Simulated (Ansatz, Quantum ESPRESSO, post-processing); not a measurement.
# 2H-CrOSe, 1 layer: response to a perpendicular field, part 2 of 2

How does 2H-CrOSe, 1 layer respond to a gate-like field without added charge?

Quantum ESPRESSO 7.5; plane-wave DFT, PBE, GBRV ultrasoft pseudopotentials; geometry and cross-check by Ansatz 0.2.0 with PAW datasets.

So far. Step 13 (Band structure: field -0.2 V/Å): Upper empty bands that drop with the field can be states of the vacuum, held by the sawtooth; they depend on the cell's width. Step 14 (Valence density): The density integrates to 26.000 electrons, as the 26 of the input ask.

## (16) Charge moved by a field of 0.2 V/Å

Read from the output:

| Quantity | Value |
| --- | --- |
| largest charge moved across a plane | 0.001151 e/Å² |
| dipole step | -0.8995 eV |

The planar mean by z:

```csv
z (Å),planar mean (e/Å³)
2.5,7.0e-8
3.0,1.6e-7
3.5,4.7e-7
4.0,1.4e-6
4.5,4.4e-6
5.0,1.4e-5
5.5,4.0e-5
6.0,1.1e-4
6.5,2.7e-4
7.0,5.7e-4
7.5,7.3e-4
8.0,2.5e-4
8.5,1.9e-4
9.0,1.4e-4
9.5,-2.5e-4
10.0,-4.5e-5
10.5,-3.8e-5
11.0,-4.2e-4
11.5,-5.3e-4
12.0,-7.5e-4
12.5,-3.3e-4
13.0,-1.1e-4
13.5,-3.0e-5
14.0,-7.8e-6
14.5,-2.0e-6
15.0,-5.3e-7
15.5,-1.3e-7
16.0,-6.5e-8
```

Running integral, electrons below z against z:

| z (Å) | running integral, electrons below z (e/Å²) |
| --- | --- |
| 3.0 | 7.5e-8 |
| 3.5 | 2.3e-7 |
| 4.0 | 7.1e-7 |
| 4.5 | 2.2e-6 |
| 5.0 | 6.8e-6 |
| 5.5 | 2.1e-5 |
| 6.0 | 5.9e-5 |
| 6.5 | 1.6e-4 |
| 7.0 | 3.8e-4 |
| 7.5 | 7.4e-4 |
| 8.0 | 9.7e-4 |
| 8.5 | 0.00105 |
| 9.0 | 0.00114 |
| 9.5 | 0.00109 |
| 10.0 | 1.0e-3 |
| 10.5 | 0.00107 |
| 11.0 | 9.4e-4 |
| 11.5 | 7.5e-4 |
| 12.0 | 3.7e-4 |
| 12.5 | 1.2e-4 |
| 13.0 | 3.6e-5 |
| 13.5 | 9.6e-6 |
| 14.0 | 2.5e-6 |
| 14.5 | 6.3e-7 |
| 15.0 | 1.6e-7 |
| 15.5 | 4.2e-8 |

## (17) Polarisability from the dipole between 0 and 0.1 V/A

Read from the output:

```
change of slope in the vacuum : 0.10000 eV/Å
polarisability a cell         : 2.659 Å³
sheet polarisability 4πα/A    : 4.487 Å
```

Table of change of the potential energy, second field less first by z:

```csv
z (Å),"change of the potential energy, second field less first (eV)"
0,-0.348
1,-0.629
2,-0.529
3,-0.429
4,-0.329
5,-0.229
6,-0.131
7,-0.0454
8,-0.00678
9,-0.00130
10,2.2e-4
11,0.00639
12,0.0394
13,0.124
14,0.222
15,0.322
16,0.422
17,0.522
18,0.622
19,0.722
```

## (18) Dipole against field

The dipole along the normal, dipole moment by applied field:

| applied field (V/Å) | dipole along the normal, dipole moment (e·Å) |
| --- | --- |
| -0.200 | -0.141 |
| 0.000 | -0.104 |
| 0.100 | -0.0856 |
| 0.200 | -0.0670 |

## (19) Cross-check with Ansatz: field 0.1 V/Å

As a check, the same structure is run in Ansatz.

Level of this step: plane-wave DFT, PBE, Ansatz PAW (Ansatz 0.2.0).

The input, input.yaml:

```yaml
crystal:
  lattice:
    - [2.9324849641, 0.0, 0.0]
    - [-1.4662424821, 2.5396064751, 0.0]
    - [0.0, 0.0, 19.7374756374]
  atoms:
    - { symbol: Se, position: [0.3333333333, 0.6666666667, 0.4324501145] }
    - { symbol: Cr, position: [0.0, 0.0, 0.5200379893] }
    - { symbol: O, position: [0.3333333333, 0.6666666667, 0.5695093257] }
kpoints:
  mp_grid: { grid: [12, 12, 1] }
hamiltonian:
  xc: pbe
scf:
  occupations: { method: fermi_dirac, width: 0.054 }
  convergence: { dr2_threshold: 1.0e-09 }
efield:
  axis: 3
  dipole_correction: true
  ramp_position: 0.97
  ramp_width: 0.04
  amplitude: 0.1
output:
  write_potential: true
  write_density: true
  volumetric_format: npy
```

On the command line:

```sh
> ansatz run input.yaml --threads 4 --pin off --max-ram 8192MiB --backend cpu --events-out ev --progress --plain --runs-dir out
```

It took 2.9 s on 4 threads of Arm Neoverse V2, shared host; peak memory 0.47 GiB.

This step gave:

- free energy: -9414.4769 eV
- energy at zero smearing: -9414.4693 eV
- smearing term TS: 0.01521 eV
- Fermi energy: -0.2895 eV
- dipole along the normal: -0.08533 e·Å

At 0.1 V/Å Ansatz's dipole is -0.0853 e Å against -0.0856 from pw.x.

## (20) The same in Ansatz: field -0.1 V/Å

input.yaml, as its differences from the input of step 19:

```diff
@@ -21,3 +21,3 @@
   ramp_width: 0.04
-  amplitude: 0.1
+  amplitude: -0.1
 output:
```

Wall time 2.8 s (4 threads); peak memory 0.47 GiB; 11 s of CPU time.

Numbers from this step:

| Quantity | Value |
| --- | --- |
| free energy | -9414.4977 eV |
| energy at zero smearing | -9414.4902 eV |
| smearing term TS | 0.01493 eV |
| Fermi energy | -0.2729 eV |
| dipole along the normal | -0.1223 e·Å |

## (21) Dipole against field, Ansatz

The dipole along the normal, dipole moment by applied field:

| applied field (V/Å) | dipole along the normal, dipole moment (e·Å) |
| --- | --- |
| -0.1000 | -0.122 |
| 0.0000 | -0.104 |
| 0.1000 | -0.0853 |

## (22) Ground state, with conv_thr = 0.0001

How much does a setting matter? One run is repeated with a change.

Level of this step: plane-wave DFT, PBE, GBRV ultrasoft pseudopotentials (Quantum ESPRESSO 7.5).

The input, f1.w0.in:

```
&control
  prefix = 'f1.w0'
  outdir = './out'
  pseudo_dir = './pseudo'
  calculation = 'scf'
  tprnfor = .true.
  tefield = .true.
  dipfield = .true.
/
&system
  ibrav = 0
  nat = 3
  ntyp = 3
  ecutwfc = 40
  ecutrho = 200
  occupations = 'smearing'
  smearing = 'fd'
  degauss = 0.004
  edir = 3
  emaxpos = 0.97
  eopreg = 0.04
  eamp = 0.00194469
/
&electrons
  conv_thr = 0.0001
  mixing_beta = 0.4
  electron_maxstep = 120
  mixing_mode = 'plain'
/
ATOMIC_SPECIES
  Se  78.9710  se_pbe_v1.uspp.F.UPF
  Cr  51.9961  cr_pbe_v1.5.uspp.F.UPF
  O   15.9990  o_pbe_v1.2.uspp.F.UPF
CELL_PARAMETERS angstrom
  2.93248496411167 0.00000000000000 -0.00000000000000
  -1.46624248205584 2.53960647513660 -0.00000000000000
  -0.00000000000000 -0.00000000000000 19.73747563740000
ATOMIC_POSITIONS crystal
  Se  0.333333333333 0.666666666667 0.432450114450
  Cr  0.000000000000 -0.000000000000 0.520037989281
  O   0.333333333333 0.666666666667 0.569509325669
K_POINTS automatic
  12 12 1 0 0 0
```

On the command line:

```sh
> OMP_NUM_THREADS=1 mpirun -n 4 pw.x -nk 4 -in f1.w0.in > f1.w0.out
```

Run time: 19 s. Hardware: 4 MPI ranks; peak memory 0.48 GiB.

The changed values were drawn from a wide range, not chosen for quality; the comparison shows what they did here together.

Beside the run it was changed from:

```csv
quantity,this run,unchanged run,difference
dipole along the normal (e·Å),-0.09206,-0.08559,-0.0065
free energy (eV),-3421.128,-3421.129,0.0010
wall time (s),19,24,
SCF iterations,10,9,
```

The free energy moves by +0.33 meV an atom.

This run starts from superposed atoms, the unchanged one from a saved density, so their iteration counts don't compare.

The physical values in this table move by up to 7.6 %.

## (23) The arithmetic

α = Δp/E = (-0.08559 − (-0.10406)) e Å / 0.1 V/Å = 0.1847 e Å²/V; times e/(4πε₀) = 14.40 V Å this is 2.659 Å³. With A = 7.447 Å², 4πα/A = 4.487 Å.

## (24) Results

* polarisability along the normal, a cell: 2.66 Å³
* sheet polarisability 4πα/A: 4.49 Å
* dipole without a field: -0.104 e·Å
* gap along the path at 0 V/Å: none, the bands overlap
* gap along the path at 0.2 V/Å: none, the bands overlap
* gap along the path at -0.2 V/Å: none, the bands overlap

**Reading.** The sheet answers a field with a polarisability of 2.66 Å³ a cell, or 4πα/A = 4.49 Å (PBE, GBRV ultrasoft). In pw.x the dipole follows the field linearly over the range tried. A perfect conductor 4.49 Å thick would screen alike; the outer atoms lie 2.71 Å apart. At 0.1 V/Å the sheet takes 0.449 eV off the potential drop. Quantum ESPRESSO and Ansatz give 2.659 and 2.661 Å³ for the polarisability (pw.x from 0 and 0.1 V/Å, Ansatz from ±0.1 V/Å), which agree. The ions stay at their zero-field places, so this is the electrons' response alone. Without a field the sheet has no gap. Spin-orbit coupling is left out; depending on the atoms that carry the levels of interest, it can split and shift them by tens to hundreds of meV. The runs have no spin polarisation, although Cr can carry a moment.

[Logs are printed without paths, hosts, clocks, repeated set-up lines and the standing remarks that a program may print on its own settings, such as how far it seeks lower states.]

[Hosts, paths, dates, database ids (printed as entryN), source tags and the programs' standing remarks are cut or masked in the printed files.]

[Maps of the electrostatic potential energy from Ansatz leave out the sawtooth potential of an applied field or a dipole correction, so their vacuum need not be flat; planar profiles and work functions include it.]
